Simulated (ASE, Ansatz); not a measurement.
# Twisted blue phosphorene bilayer, 77.90° (124 atoms): support functions against a reference, part 2 of 2

Wanted: errors and times of a linear-scaling basis for twisted blue phosphorene bilayer, 77.90° (124 atoms). A setting counts as converged where the r.m.s. difference of forces stays under 1 % of the r.m.s. force.

Ansatz 0.2.0; Kohn-Sham DFT, PBE+D4, PAW (set soft_2), plane waves.

The cell: 124 P. Beside vacuum, support functions can miss their usual error bounds without a warning. Sampling is at Γ alone, for a cell whose shortest periodic width is 16 Å.

So far: The starting structure; Plane-wave single point; Distances and neighbours.

## Step 3: Distances and neighbours (continued)

The surroundings of P121, which bears the longest force, nearest first, numbered as they follow in the input and with coordinates relative to it.

| atom | x | y | z | distance (Å) | bonds | Löwdin charge (e) | Fx | Fy | Fz (eV/Å) |
| --- | --- | --- | --- | --- | --- | --- | --- | --- | --- |
| P121 | 0.00 | 0.00 | 0.00 | 0.00 | 3 | 0.09 | 0.449 | 0.040 | 0.254 |
| P118 | -1.72 | 0.68 | -1.22 | 2.22 | 3 | 0.08 | -0.440 | 0.206 | -0.175 |
| P122 | 0.32 | -1.87 | -1.21 | 2.25 | 3 | 0.08 | -0.006 | -0.035 | -0.249 |
| P70 | 1.50 | 1.19 | -1.23 | 2.28 | 3 | 0.08 | -0.073 | -0.001 | 0.074 |
| P115 | -3.20 | -0.49 | 0.04 | 3.23 | 3 | 0.08 | -0.236 | -0.088 | -0.369 |
| P119 | -1.15 | -3.05 | 0.01 | 3.26 | 3 | 0.08 | -0.127 | -0.082 | 0.154 |
| P117 | -2.04 | 2.55 | 0.02 | 3.27 | 3 | 0.08 | -0.016 | -0.009 | -0.168 |
| P123 | 2.08 | -2.55 | 0.04 | 3.29 | 3 | 0.09 | 0.081 | 0.000 | -0.101 |
| P69 | 1.20 | 3.07 | 0.01 | 3.29 | 3 | 0.09 | -0.031 | -0.070 | -0.020 |
| P75 | 3.26 | 0.53 | 0.02 | 3.30 | 3 | 0.09 | 0.092 | -0.028 | -0.019 |
| P116 | -2.93 | -2.38 | -1.22 | 3.97 | 3 | 0.08 | 0.087 | 0.267 | 0.054 |
| P76 | 3.53 | -1.35 | -1.22 | 3.97 | 3 | 0.08 | 0.226 | -0.089 | 0.184 |
| P66 | -0.57 | 3.74 | -1.23 | 3.98 | 3 | 0.08 | -0.016 | -0.067 | 0.082 |

The column of bonds counts only the pairs P-P within 2.68 Å; other neighbours, such as metal atoms beside each other in a compound, aren't counted, and periodic images can show an atom twice.

## Step 4: Support functions medium

The cell is solved in localised support functions.

This step: Kohn-Sham DFT, PBE+D4, PAW (set soft_2), localised support functions (medium) (Ansatz 0.2.0).

input.yaml reads:

```yaml
crystal:
  lattice:
    - [18.2623, 0.0, 0.0]
    - [-9.13115, 15.81562, 0.0]
    - [0.0, 0.0, 17.96]
  atoms:
    [... the 124 atom lines of step 2 ...]
kpoints:
  mp_grid: { grid: [1, 1, 1] }
hamiltonian:
  xc: pbe
  dispersion: d4
scf:
  occupations: { method: fixed }
  eigensolver: { kind: { support_functions: { accuracy: medium } } }
  mixing: { beta: 0.4 }
  max_iter: 150
output:
  forces: true
  eigenvalues: true
```

On the command line:

```sh
ansatz run input.yaml --threads 8 --pin off --max-ram 15872MiB --backend cpu --events-out ev --progress --plain --runs-dir out
```

Numbers of over 12 decimals in the logs are rounded to 6 here.

The log of the run:

```text
Warning: scf.eigensolver.kind.support_functions: disabling space-group detection — the functions' gradient is summed over unrotated k-points, so no spatial operation reduces the k-mesh or symmetrises the density; time reversal is kept, so that k and −k are solved as one point where they differ and the mesh holds both, and exact exchange and, on two spinor components, a DFT+U term hold to it where the run has them: [...]
settings of this run that can trade accuracy for cost: scf.eigensolver.kind.support_functions [...]
[...]
Crystal: 124 atoms, lattice volume = 5187.380 Å³
Basis set: ecut = 420 eV, 101299 PW (Γ), exchange–correlation on 250×250×250 points (8 copies of the dense FFT grid, shifted against one another)
Bands: 372, of which v1, the nominal top of the filled ones, is band 310 counted from 1 (309 counted from 0)
Symmetry: 1 space group operations
k-points: 1
[...]
SCF iter   1: F=—  HF=-93639.350094 eV  |F-HF|=—  |Δ(HF+E_count)|=         —  Δρ=2.50e-2  dr2=2.25e1  ethr=1.00e-1
[...]
SCF iter  12: F=-93735.310415 eV  HF=-93735.310415 eV  |F-HF|=3.09e-7  |Δ(HF+E_count)|=   3.06e-6  Δρ=2.57e-6  dr2=4.42e-7  ethr=4.59e-10
SCF 1 converged in 12 iterations: F = -93735.346245 eV  dr2 = 4.42e-7
[...]
SCF converged after 12 iterations
Stability not checked: this state was not tested for a lower state beside it, because the mixer in use, unlike msr1, does not test its closes by its own steps (another_mixer; see scf.mixing.algorithm and scf.lower_state_search)
Free energy (F): -93735.346245 eV
[...]
Internal energy: -93735.346245 eV  (E = F + TS)
E sigma→0 (E₀):  -93735.346245 eV
Fermi energy:    0.034971 eV
[...]
--- Forces (eV/Å), atoms counted from 1 ---
  atom   1  P     -0.05865772     0.13267695     0.00978901
  atom   2  P      0.20637691     0.03685307    -0.23204863
  atom   3  P      0.15680480     0.16738620     0.19566812
  atom   4  P     -0.09590570    -0.08305603    -0.12180289
  atom   5  P     -0.08590579    -0.23657680    -0.23099938
  atom   6  P     -0.15151536     0.11579906     0.13341798
  atom   7  P     -0.10727813     0.24820016     0.10245789
  atom   8  P      0.06662092    -0.06694393    -0.15959391
  atom   9  P     -0.05592751    -0.06903996    -0.11495843
  atom  10  P     -0.03559371     0.04075812     0.09321439
  atom  11  P      0.00690895    -0.02539986     0.03361365
  atom  12  P     -0.00630654    -0.07265390     0.00290296
  atom  13  P      0.12603471    -0.23686506     0.26965049
  atom  14  P      0.03896540     0.12284636     0.10704358
[...]
atom 123  P      0.08095408     0.00020638    -0.10170324
  atom 124  P     -0.25815939    -0.10170119     0.38524871
  max |Σ_I F_I| component: 2.65e-3 eV/Å
--- Band table (eV) ---
[...]
```

Wall time 1.7 min (8 threads of Arm Neoverse V1, shared host); peak memory 6.8 GiB; 14 min of CPU time.

The program notes that the band table was not solved further than the SCF left it and it switched symmetry off.

Keys that differ from the reference: support_functions.accuracy = "medium", scf.max_iter = 150 and scf.mixing.beta = 0.4.

Forces differ from the reference by 0.21 meV/Å r.m.s., 0.15 % of their size, well within a tolerance of 1 %; the energy by -0.50 meV/atom. It took 1.7 min and 12 cycles; the reference's time can't be set against it, since the two runs asked for unlike analyses.

## Step 5: Cost against change

Each row is set against the plane-wave reference (Kohn-Sham DFT, PBE+D4, PAW (set soft_2), plane waves; r.m.s. force component 0.139 eV/Å). Energies are set beside the reference only for runs with its functional, potentials and electron count. Times are for 8 threads of Arm Neoverse V1, shared host. The reference's time includes the DOS and grids, which some other runs skip.

| run | Δ force, r.m.s. (meV/Å) | share of r.m.s. force (%) | Δ energy (meV/atom) | Δ gap (eV) | cycles | time | host memory (GiB) |
| --- | --- | --- | --- | --- | --- | --- | --- |
| reference | - | - | - | - | 10 | 65 s | 5.9 |
| support functions medium | 0.211 | 0.152 | -0.501 | -2.0e-4 | 12 | 1.7 min | 6.8 |

## Step 6: What came out

| Property | Result |
| --- | --- |
| free energy per atom | -755.9297 eV/atom |
| r.m.s. force component | 0.1389 eV/Å |
| gap (highest filled to lowest empty level) | 1.487 eV |
| potential in mid-vacuum, over the Fermi level | 5.645 eV |
| wall time of the 2 DFT runs | 2.8 min |

In words: Against plane waves at 420 eV, the forces differ by 0.21 meV/Å (0.15 %) with support functions medium. At 124 atoms the run with support functions medium takes roughly 1.6 times the time of plane waves (whose run also made extra analyses, so the like-for-like ratio is larger), in 12 SCF cycles against 10. Differences between support functions and plane waves include what basis error the plane-wave run still has.

Between filled and empty levels lie 1.49 eV at Γ alone; the mesh holds the band edges only if they fold onto it, so the gap at this level can be narrower or closed, while semilocal functionals tend to narrow gaps against experiment. The potential stands 5.64 eV above the highest filled level over the upper face and 5.64 eV under the lower one, a reading of the ionisation potential at this level on the run's k-points. Counting bonds as in the table, all P atoms have 3 bonded neighbours.

**Limits.** The geometry was built by rule, was displaced at random and isn't relaxed at this level: its force components are 0.14 eV/Å r.m.s.

[Logs are printed without paths, hosts, clocks, repeated set-up lines and the standing remarks that a program may print on its own settings, such as how far it seeks lower states.]

[Hosts, paths, dates, database ids (printed as entryN), source tags and the programs' standing remarks are cut or masked in the printed files.]
